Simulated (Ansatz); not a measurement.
# linear Y chain under tension and compression

Wanted: energy, moment and open channels of the linear Y chain from 12 % compression to 30 % stretch.

Program: Ansatz 0.2.0. Level of theory: DFT RPBE, plane waves, PAW; relaxation of a chain's period, in the first sound run; inputs show where later runs differ. Results are calculated unless marked as measured.

## Step 1: Starting point

The cell holds 1 atom: 1 Y. Cell: a = 7.500 Å, b = 7.500 Å, c = 3.534 Å, α = 90.0°, β = 90.0°, γ = 90.0°. Vacuum lies along a and b. The structure's axis is c.

## Step 2: Relaxation of atoms and period

Band widths follow the bond lengths, so the chain is relaxed first. The atoms and the third cell vector are free; the box across stays fixed as vacuum. Moments are seeded so that a magnetic state can form if it lies lower. A Fermi-Dirac smearing is set since the result may be a metal. The pressure printed is a third of the stress's trace over the whole box, vacuum included; only the stress along the axis is relaxed.

Contents of input.yaml:

```yaml
crystal:
  lattice:
    - [7.5, 0.0, 0.0]
    - [0.0, 7.5, 0.0]
    - [0.0, 0.0, 3.534]
  atoms:
    - { symbol: "Y", position: [0.5, 0.5, 0.0], spin: 1.0 }
magnetization:
  spin_polarized: true
kpoints:
  mp_grid: { grid: [1, 1, 23] }
scf:
  occupations: { method: fermi_dirac, width: 0.05 }
hamiltonian:
  xc: rpbe
relax:
  cell: { fix: [a, b, alpha, beta, gamma] }
  max_steps: 60
```

Launch:

```sh
$ ansatz run input.yaml --threads 4 --pin off --max-ram 8192MiB --backend cpu --events-out ev --progress --plain --runs-dir out
```

Numbers of over 12 decimals in the logs are rounded to 6 here.

Log:

```text
Engine: ansatz 0.2.0, aarch64-unknown-linux-gnu
Pseudopotentials: kind: paw
Pseudopotential: Y, paw, valence charge 11, recommended cutoff 420 eV (normal), Y.paw.azcp
Functional definition: RPBE
  parameter kappa = 0.804
  parameter beta = 0.066725
  exchange = rpbe_x(kappa = kappa, mu = beta*pi^2/3)
  correlation = pbe_c(beta = beta)
Crystal: 1 atoms, lattice volume = 198.787 Å³
Basis set: ecut = 420 eV, 3891 PW (Γ), exchange–correlation on 108×108×48 points (8 copies of the dense FFT grid, shifted against one another)
Bands: 10, of which v1, the nominal top of the filled ones, is band 6 counted from 1 (5 counted from 0)
Symmetry: 16 space group operations
Space group: P4/mmm (ITA 123), of the structure as read, at distance tolerance 5.8e-5 Å
Magnetic group: BNS 123.339 (UNI 999), of the structure as read, at distance tolerance 5.8e-5 Å
k-points: 12 of 23
Non-local potential: Y, projectors of the file, l = 0: 3, l = 1: 2, l = 2: 2, l = 3: 1
PAW form: soft (Blöchl's): semilocal exchange-correlation on the pseudo side does not see the compensation charge
PAW frozen core: Y, regenerated for the run's functional, and the local potential with it (the file was generated under x = pbe(κ = 0.804, μ = 0.219515), c = pbe(β = 0.066725))
PAW one-centre angular grid: Y, 590 points (default); XC on 64 Gauss nodes
Initial density: superposition of atomic densities (neutral atoms: chi_scale 0, normalization atom)
Starting moments: Σ|m| = 1 μB on 1 of 1 site
Initial wavefunctions: pseudopotential atomic-orbital guess
Functional: x = rpbe, c = pbe(β = 0.066725)
SCF iter   1: F=—  HF=-3852.767368 eV  |F-HF|=—  |Δ(HF+E_count)|=         —  Δρ=9.44e-3 (↑9.44e-3 ↓4.41e-3)  dr2=8.28e-1  dr2_m=2.07e-2  M=1.254 μB ∫|m|=1.254 μB  β_m=0.30  ethr=3.10e-3  ⟨swp⟩=3.7  Hψ=1314  notcnv=0
Mixer restart at iter 1: flushing history
preconditioner: auto → LDOS  [metal: Δε(μ)=0.087 eV  Ē_g=1.898 eV  σ=0.050 eV  W_gap=0.40  n_scr=12 (ndim 8)  ℏωp=4.6 eV  f_vac=0.454  D(μ)=3.73/eV (n_scr^D=14)]
spin=Collinear: LDOS preconditioning applied to the charge; magnetization (m = ρ↑ − ρ↓) channel mixes plain (no charge-response kernel on spin).
SCF iter   2: F=—  HF=-3852.733435 eV  |F-HF|=—  |Δ(HF+E_count)|=   3.39e-2  Δρ=7.21e-3 (↑7.21e-3 ↓3.09e-3)  dr2=4.69e-1  dr2_m=1.50e-2  M=1.358 μB ∫|m|=1.358 μB  β_m=0.65  ethr=3.10e-3  ⟨swp⟩=1.7  Hψ=475  notcnv=0
SCF iter   3: F=—  HF=-3852.723008 eV  |F-HF|=—  |Δ(HF+E_count)|=   1.04e-2  Δρ=1.96e-3 (↑1.96e-3 ↓1.62e-3)  dr2=2.06e-2  dr2_m=7.18e-4  M=1.556 μB ∫|m|=1.556 μB  β_m=0.82  ethr=3.10e-3  ⟨swp⟩=2.6  Hψ=430  notcnv=0
SCF iter   4: F=—  HF=-3852.758741 eV  |F-HF|=—  |Δ(HF+E_count)|=         —  Δρ=4.60e-4 (↑4.47e-4 ↓4.60e-4)  dr2=2.39e-3  dr2_m=6.12e-5  M=1.554 μB ∫|m|=1.554 μB  β_m=0.82  ethr=1.87e-4  ⟨swp⟩=2.0  Hψ=416  notcnv=0
Mixer restart at iter 4: flushing history
SCF iter   5: F=—  HF=-3852.761098 eV  |F-HF|=—  |Δ(HF+E_count)|=   2.36e-3  Δρ=2.49e-4 (↑2.49e-4 ↓2.31e-4)  dr2=6.26e-4  dr2_m=2.23e-5  M=1.547 μB ∫|m|=1.547 μB  β_m=0.91  ethr=2.18e-5  ⟨swp⟩=2.6  Hψ=403  notcnv=0
SCF iter   6: F=—  HF=-3852.762285 eV  |F-HF|=—  |Δ(HF+E_count)|=   1.19e-3  Δρ=1.01e-4 (↑6.68e-5 ↓1.01e-4)  dr2=8.61e-5  dr2_m=5.31e-6  M=1.540 μB ∫|m|=1.540 μB  β_m=0.94  ethr=5.69e-6  ⟨swp⟩=2.2  Hψ=363  notcnv=0
SCF iter   7: F=—  HF=-3852.762382 eV  |F-HF|=—  |Δ(HF+E_count)|=   9.69e-5  Δρ=2.86e-5 (↑2.66e-5 ↓2.86e-5)  dr2=2.61e-6  dr2_m=1.10e-6  M=1.539 μB ∫|m|=1.539 μB  β_m=0.97  ethr=7.83e-7  ⟨swp⟩=2.4  Hψ=340  notcnv=0
SCF iter   8: F=—  HF=-3852.762401 eV  |F-HF|=—  |Δ(HF+E_count)|=   1.93e-5  Δρ=1.36e-5 (↑1.15e-5 ↓1.36e-5)  dr2=3.47e-7  dr2_m=2.43e-7  M=1.539 μB ∫|m|=1.539 μB  β_m=0.99  ethr=2.37e-8  ⟨swp⟩=3.2  Hψ=419  notcnv=0
SCF iter   9: F=—  HF=-3852.762405 eV  |F-HF|=—  |Δ(HF+E_count)|=   3.74e-6  Δρ=4.70e-6 (↑4.70e-6 ↓3.16e-6)  dr2=4.92e-8  dr2_m=1.97e-8  M=1.539 μB ∫|m|=1.539 μB  β_m=0.99  ethr=3.15e-9  ⟨swp⟩=2.8  Hψ=418  notcnv=0
SCF iter  10: F=—  HF=-3852.762405 eV  |F-HF|=—  |Δ(HF+E_count)|=   2.78e-7  Δρ=1.69e-6 (↑1.69e-6 ↓7.69e-7)  dr2=1.03e-8  dr2_m=1.06e-9  M=1.540 μB ∫|m|=1.540 μB  β_m=1.00  ethr=4.47e-10  ⟨swp⟩=2.7  Hψ=419  notcnv=0
SCF iter  11: F=-3852.762405 eV  HF=-3852.762405 eV  |F-HF|=1.88e-9  |Δ(HF+E_count)|=   2.60e-8  Δρ=5.73e-7 (↑2.11e-7 ↓5.73e-7)  dr2=1.60e-9  dr2_m=2.25e-10  M=1.540 μB ∫|m|=1.540 μB  ethr=9.33e-11  ⟨swp⟩=1.5  Hψ=797  notcnv=0
SCF 1 converged in 11 iterations: F = -3852.762405 eV  dr2 = 1.60e-9
  greatest PAW one-centre occupation: 0.994 electrons in one spin orbital (limit 2), on the Y atom at site 0 (counted from 0), in its partial waves of l = 0
relax step   1: F+E_penalty+E_count = -3852.76240536 eV  Δ(F+E_penalty+E_count) = +0.000e0 eV  max|allowed force component| = 0.000e0 eV/Å  Δτ_max = 0.0000 Å  P = -0.739 GPa  Ω = 198.787 Å³  fix = [a, b, alpha, beta, gamma]  reactions: a -0.422, b -0.422 GPa  (11 SCF iters, dr2 threshold 1.00e-7 eV, accepted)
Crystal: 1 atoms, lattice volume = 194.485 Å³
Basis set: ecut = 420 eV, 3795 PW (Γ), exchange–correlation on 108×108×48 points (8 copies of the dense FFT grid, shifted against one another)
Initial density: handed on by an earlier stage of this run
Starting moments: Σ|m| = 1 μB on 1 of 1 site; this step starts from the density that it was given
Initial wavefunctions: those handed on with the density
iter 1 solved again at ethr=2.19e-5 eV; its pass at ethr=3.10e-3 eV (dr2=2.41e-3 eV) is discarded
SCF iter   1: F=—  HF=-3852.794559 eV  |F-HF|=—  |Δ(HF+E_count)|=         —  Δρ=5.65e-4 (↑5.65e-4 ↓2.50e-4)  dr2=2.52e-3  dr2_m=1.28e-4  M=1.547 μB ∫|m|=1.547 μB  β_m=0.65  ethr=2.19e-5  ⟨swp⟩=1.6  Hψ=1748  notcnv=0
preconditioner: auto → LDOS  [metal: Δε(μ)=0.106 eV  Ē_g=1.913 eV  σ=0.050 eV  W_gap=0.46  n_scr=8 (ndim 8)  ℏωp=4.6 eV  f_vac=0.443  D(μ)=2.04/eV (n_scr^D=8)]
spin=Collinear: LDOS preconditioning applied to the charge; magnetization (m = ρ↑ − ρ↓) channel mixes plain (no charge-response kernel on spin).
SCF iter   2: F=—  HF=-3852.795862 eV  |F-HF|=—  |Δ(HF+E_count)|=   1.30e-3  Δρ=3.39e-4 (↑3.39e-4 ↓1.14e-4)  dr2=4.64e-4  dr2_m=5.00e-5  M=1.559 μB ∫|m|=1.559 μB  β_m=0.62  ethr=2.19e-5  ⟨swp⟩=2.0  Hψ=295  notcnv=0
SCF iter   3: F=—  HF=-3852.796002 eV  |F-HF|=—  |Δ(HF+E_count)|=   1.40e-4  Δρ=1.41e-4 (↑1.41e-4 ↓9.37e-5)  dr2=5.83e-5  dr2_m=1.12e-5  M=1.568 μB ∫|m|=1.568 μB  β_m=0.81  ethr=4.22e-6  ⟨swp⟩=2.1  Hψ=305  notcnv=0
SCF iter   4: F=—  HF=-3852.796116 eV  |F-HF|=—  |Δ(HF+E_count)|=   1.14e-4  Δρ=2.87e-5 (↑2.87e-5 ↓2.42e-5)  dr2=3.86e-6  dr2_m=1.92e-7  M=1.572 μB ∫|m|=1.572 μB  β_m=0.88  ethr=5.30e-7  ⟨swp⟩=2.6  Hψ=346  notcnv=0
[...]
SCF iter   2: F=—  HF=-3852.839514 eV  |F-HF|=—  |Δ(HF+E_count)|=   1.27e-3  Δρ=1.13e-3 (↑1.13e-3 ↓5.60e-4)  dr2=9.33e-3  dr2_m=5.99e-4  M=1.660 μB ∫|m|=1.660 μB  β_m=0.65  ethr=1.61e-4  ⟨swp⟩=1.5  Hψ=284  notcnv=0
SCF iter   3: F=—  HF=-3852.841024 eV  |F-HF|=—  |Δ(HF+E_count)|=   1.51e-3  Δρ=2.38e-4 (↑2.38e-4 ↓1.78e-4)  dr2=1.44e-4  dr2_m=1.90e-5  M=1.686 μB ∫|m|=1.686 μB  β_m=0.82  ethr=8.48e-5  ⟨swp⟩=2.1  Hψ=356  notcnv=0
SCF iter   4: F=—  HF=-3852.841671 eV  |F-HF|=—  |Δ(HF+E_count)|=   6.47e-4  Δρ=4.17e-5 (↑4.17e-5 ↓3.72e-5)  dr2=1.69e-5  dr2_m=5.59e-7  M=1.687 μB ∫|m|=1.687 μB  β_m=0.88  ethr=1.31e-6  ⟨swp⟩=2.5  Hψ=463  notcnv=0
SCF iter   5: F=—  HF=-3852.841696 eV  |F-HF|=—  |Δ(HF+E_count)|=   2.47e-5  Δρ=1.54e-5 (↑1.35e-5 ↓1.54e-5)  dr2=1.67e-6  dr2_m=2.44e-7  M=1.687 μB ∫|m|=1.687 μB  β_m=0.94  ethr=1.54e-7  ⟨swp⟩=2.0  Hψ=294  notcnv=0
SCF iter   6: F=—  HF=-3852.841699 eV  |F-HF|=—  |Δ(HF+E_count)|=   2.64e-6  Δρ=7.12e-6 (↑5.62e-6 ↓7.12e-6)  dr2=1.43e-7  dr2_m=6.00e-8  M=1.687 μB ∫|m|=1.687 μB  β_m=0.97  ethr=1.52e-8  ⟨swp⟩=2.3  Hψ=335  notcnv=0
iter 7 did not close the SCF: its close was put off for a magnetic moment that had not settled (scf_convergence_deferred on its scf_iter line)
SCF iter   7: F=-3852.841699 eV  HF=-3852.841699 eV  |F-HF|=2.48e-8  |Δ(HF+E_count)|=   4.98e-7  Δρ=2.34e-6 (↑2.00e-6 ↓2.34e-6)  dr2=1.08e-8  dr2_m=6.91e-9  M=1.687 μB ∫|m|=1.687 μB  β_m=0.98  ethr=9.09e-10  ⟨swp⟩=2.4  Hψ=875  notcnv=0
SCF iter   8: F=-3852.841699 eV  HF=-3852.841699 eV  |F-HF|=3.99e-9  |Δ(HF+E_count)|=   7.67e-8  Δρ=5.21e-7 (↑5.15e-7 ↓5.21e-7)  dr2=1.09e-9  dr2_m=2.77e-10  M=1.687 μB ∫|m|=1.687 μB  ethr=9.83e-11  ⟨swp⟩=2.0  Hψ=814  notcnv=0
SCF 3 converged in 8 iterations: F = -3852.841699 eV  dr2 = 1.09e-9
relax step   3: F+E_penalty+E_count = -3852.84169934 eV  Δ(F+E_penalty+E_count) = -4.557e-2 eV  max|allowed force component| = 0.000e0 eV/Å  Δτ_max = 0.0000 Å  P = -0.367 GPa  Ω = 184.794 Å³  energy of the carried Pulay correction = +3.640e-5 eV  fix = [a, b, alpha, beta, gamma]  reactions: a -0.428, b -0.428 GPa  (8 SCF iters, dr2 threshold 1.00e-7 eV, accepted)
[...]
relax step   4: F+E_penalty+E_count = -3852.84282395 eV  Δ(F+E_penalty+E_count) = -1.125e-3 eV  max|allowed force component| = 0.000e0 eV/Å  Δτ_max = 0.0000 Å  P = -0.254 GPa  Ω = 182.121 Å³  energy of the carried Pulay correction = +4.366e-5 eV  fix = [a, b, alpha, beta, gamma]  reactions: a -0.436, b -0.436 GPa  (7 SCF iters, dr2 threshold 1.00e-7 eV, accepted)
[...]
relax step   5: F+E_penalty+E_count = -3852.84310480 eV  Δ(F+E_penalty+E_count) = -2.808e-4 eV  max|allowed force component| = 0.000e0 eV/Å  Δτ_max = 0.0000 Å  P = -0.284 GPa  Ω = 182.841 Å³  energy of the carried Pulay correction = +4.170e-5 eV  fix = [a, b, alpha, beta, gamma]  reactions: a -0.434, b -0.434 GPa  (5 SCF iters, dr2 threshold 3.04e-8 eV, accepted)
Initial wavefunctions: pseudopotential atomic-orbital guess (no wavefunctions were taken with the density)
iter 1 solved again at ethr=7.77e-8 eV; its pass at ethr=3.10e-3 eV (dr2=8.54e-6 eV) is discarded
SCF iter   1: F=—  HF=-3852.843064 eV  |F-HF|=—  |Δ(HF+E_count)|=         —  Δρ=5.71e-6 (↑5.71e-6 ↓5.20e-6)  dr2=3.17e-8  dr2_m=7.66e-9  M=1.689 μB ∫|m|=1.689 μB  β_m=0.65  ethr=7.77e-8  ⟨swp⟩=4.0  Hψ=2235  notcnv=0
preconditioner: auto → LDOS  [metal: Δε(μ)=0.076 eV  Ē_g=2.007 eV  σ=0.050 eV  W_gap=0.32  n_scr=8 (ndim 8)  ℏωp=4.8 eV  f_vac=0.453  D(μ)=2.01/eV (n_scr^D=8)]
spin=Collinear: LDOS preconditioning applied to the charge; magnetization (m = ρ↑ − ρ↓) channel mixes plain (no charge-response kernel on spin).
SCF iter   2: F=—  HF=-3852.843065 eV  |F-HF|=—  |Δ(HF+E_count)|=   9.08e-7  Δρ=2.20e-6 (↑2.20e-6 ↓1.97e-6)  dr2=5.29e-9  dr2_m=1.32e-9  M=1.689 μB ∫|m|=1.689 μB  β_m=0.65  ethr=2.88e-10  ⟨swp⟩=2.5  Hψ=385  notcnv=0
SCF iter   3: F=—  HF=-3852.843065 eV  |F-HF|=—  |Δ(HF+E_count)|=   6.47e-8  Δρ=3.41e-7 (↑2.77e-7 ↓3.41e-7)  dr2=5.22e-10  dr2_m=2.42e-11  M=1.689 μB ∫|m|=1.689 μB  β_m=0.75  ethr=4.81e-11  ⟨swp⟩=2.8  Hψ=389  notcnv=0
SCF iter   4: F=—  HF=-3852.843065 eV  |F-HF|=—  |Δ(HF+E_count)|=   3.98e-9  Δρ=1.42e-7 (↑1.18e-7 ↓1.42e-7)  dr2=1.09e-10  dr2_m=3.07e-12  M=1.689 μB ∫|m|=1.689 μB  β_m=0.88  ethr=4.74e-12  ⟨swp⟩=2.5  Hψ=347  notcnv=0
SCF iter   5: F=—  HF=-3852.843065 eV  |F-HF|=—  |Δ(HF+E_count)|=  9.55e-10  Δρ=3.43e-8 (↑3.29e-8 ↓3.43e-8)  dr2=4.16e-12  dr2_m=9.19e-13  M=1.689 μB ∫|m|=1.689 μB  β_m=0.94  ethr=1.00e-12  ⟨swp⟩=3.3  Hψ=390  notcnv=0
SCF iter   6: F=-3852.843065 eV  HF=-3852.843065 eV  |F-HF|=1.59e-11  |Δ(HF+E_count)|=  1.08e-10  Δρ=1.01e-8 (↑1.01e-8 ↓8.29e-9)  dr2=2.54e-13  dr2_m=1.08e-13  M=1.689 μB ∫|m|=1.689 μB  ethr=1.00e-12  ⟨swp⟩=4.2  Hψ=937  notcnv=0
SCF 6 converged in 6 iterations: F = -3852.843065 eV  dr2 = 2.54e-13
relax step   6: F+E_penalty+E_count = -3852.84306530 eV  Δ(F+E_penalty+E_count) = +3.949e-5 eV  max|allowed force component| = 0.000e0 eV/Å  Δτ_max = 0.0000 Å  P = -0.284 GPa  Ω = 182.841 Å³  fix = [a, b, alpha, beta, gamma]  reactions: a -0.434, b -0.434 GPa  stress off target by 1.54e-2 GPa on what of the cell is left free  SCF on the basis re-selected at this cell (its energy is not comparable with the rows above)  (6 SCF iters)
basis re-selected at this cell: Δ(F+E_penalty+E_count) = +3.949e-5 eV, ΔP = -0.000 GPa vs the last step (what re-selecting the basis moved, of the pressure what is left beyond the Pulay correction that the steps carried, after the strain that the cell walked since its last selection, with what the two solves' SCF thresholds leave and, on support functions, any second-order correction that the steps lacked; it is no measure of the basis error at this ecutwfc). This SCF's stress stands 1.54e-2 GPa from its target on what of the cell is left free (relax.cell.stress_tol is 5.00e-2 GPa) and its largest allowed force component is 0.00e0 eV/Å (relax.f_tol is 1.00e-2 eV/Å): [rest of the remark cut]
SCF converged after 6 iterations
Magnetization: 1.6893 μB (6.3447 up, 4.6553 down)
Absolute magnetization: 1.6893 μB (∫|ρ↑−ρ↓|, with the PAW one-centre terms)
Spin contamination: 0.0172 ħ² per cell (⟨S²⟩ above its minimum at these occupations)
Per-site moments (μB) at R_I (Å): [(0.856130, 1.340831)]
Free energy (F): -3852.843065 eV
Harris-Foulkes:  -3852.843065 eV  (|F-HF|=1.59e-11)
Internal energy: -3852.826180 eV  (E = F + TS)
E sigma→0 (E₀):  -3852.834623 eV
Entropy (-TS):   -0.016885 eV (-16.885 meV/atom)
Fermi energy:    -0.385341 eV
--- Per-component energies (eV) ---
  E_band       = -240.537671
  E_kinetic    = 302.319302
  E_local      = -1426.765276  (includes V_loc(G=0)·N_el)
  E_nonlocal   = 50.019018
  E_hartree    = 540.806807
  E_xc         = -170.945979
  E_vxc        = -195.141613  (∫ρ·V_xc dr)
  E_paw        = -2831.734221  (= ΣΔE_a)
  E_vpaw       = -52.582702  (= ΣTr[D̂ρ^β])
  E_aug_tail   = 0.000003  (compensation charges beyond the density's cutoff)
  E_ewald      = -316.453921
  E_core_change = -0.071913  (= ΣΔE_core)
  E_smearing   = -0.016885  (= −TS)
  E_closure    = -0.000000  (closes the sum)
  Σ components = -3852.843065   (vs F -3852.843065, Δ=0.00e0)
--- Forces (eV/Å), atoms counted from 1 ---
  atom   1  Y      0.00000000    -0.00000000     0.00000000
  max |Σ_I F_I| component: 3.16e-29 eV/Å
--- Stress (GPa, compression-positive) ---
       -0.434188       0.000000       0.000000
        0.000000      -0.434188       0.000000
        0.000000       0.000000       0.015372
  P = ⅓ Tr σ = -0.2843 GPa (-2.843 kbar)
--- Relaxed structure (5 steps of the walk, 5 accepted, 1 SCFs on fresh bases) ---
  F+E_penalty+E_count = -3852.84306530 eV   max|allowed force component| = 0.000e0 eV/Å   (the final SCF, on the basis selected at the relaxed cell)
  cell:  # Å, volume = 182.8406 Å³
    - [7.5, 0.0, 0.0]
    - [0.0, 7.5, 0.0]
    - [0.0, 0.0, 3.250500]
  atoms:
    - { symbol: Y, position: [0.5, 0.5, 0.0] }
```

Elapsed: 5.5 s, on 4 threads of Arm Neoverse V2, shared host; peak memory 0.43 GiB.

The steps of the relaxation:

| step | energy less that of the first step (eV) | largest force component (eV/Å) | pressure (GPa) | volume (Å³) |
| --- | --- | --- | --- | --- |
| 1 | 0.0000 | 0.0000 | -0.74 | 198.79 |
| 2 | -0.0337 | 0.0000 | -0.66 | 194.49 |
| 3 | -0.0793 | 0.0000 | -0.37 | 184.79 |
| 4 | -0.0804 | 0.0000 | -0.25 | 182.12 |
| 5 | -0.0807 | 0.0000 | -0.28 | 182.84 |
| 6* | -0.0807 | 0.0000 | -0.28 | 182.84 |

Relaxation steps marked * repeat the geometry before them on a plane-wave basis chosen anew for their cell, so energy and pressure can jump there.

| cell as run | before | after | change |
| --- | --- | --- | --- |
| c (Å) | 3.534 | 3.250 | -8.0 % |

Final coordinates:

```xyz
1
Lattice="7.5000 0.0000 0.0000 0.0000 7.5000 0.0000 0.0000 0.0000 3.2505" Properties=species:S:1:pos:R:3
Y     3.7500    3.7500    0.0000
```

This step gave:

| Item | Value |
| --- | --- |
| energy at zero smearing | -3852.8346 eV |
| total moment | 1.689 μB |
| absolute moment | 1.689 μB |
| cell length along the wire | 3.250 Å |

Site moment by atom:

| atom | site moment (μB) |
| --- | --- |
| Y1 | 0.856 |

The cell's length comes to 3.250 Å with an absolute moment of 1.69 μB a cell.

(Continued in part 2 of 3.)

[Logs are printed without paths, hosts, clocks, repeated set-up lines and the standing remarks that a program may print on its own settings, such as how far it seeks lower states.]

[Hosts, paths, dates, database ids (printed as entryN), source tags and the programs' standing remarks are cut or masked in the printed files.]
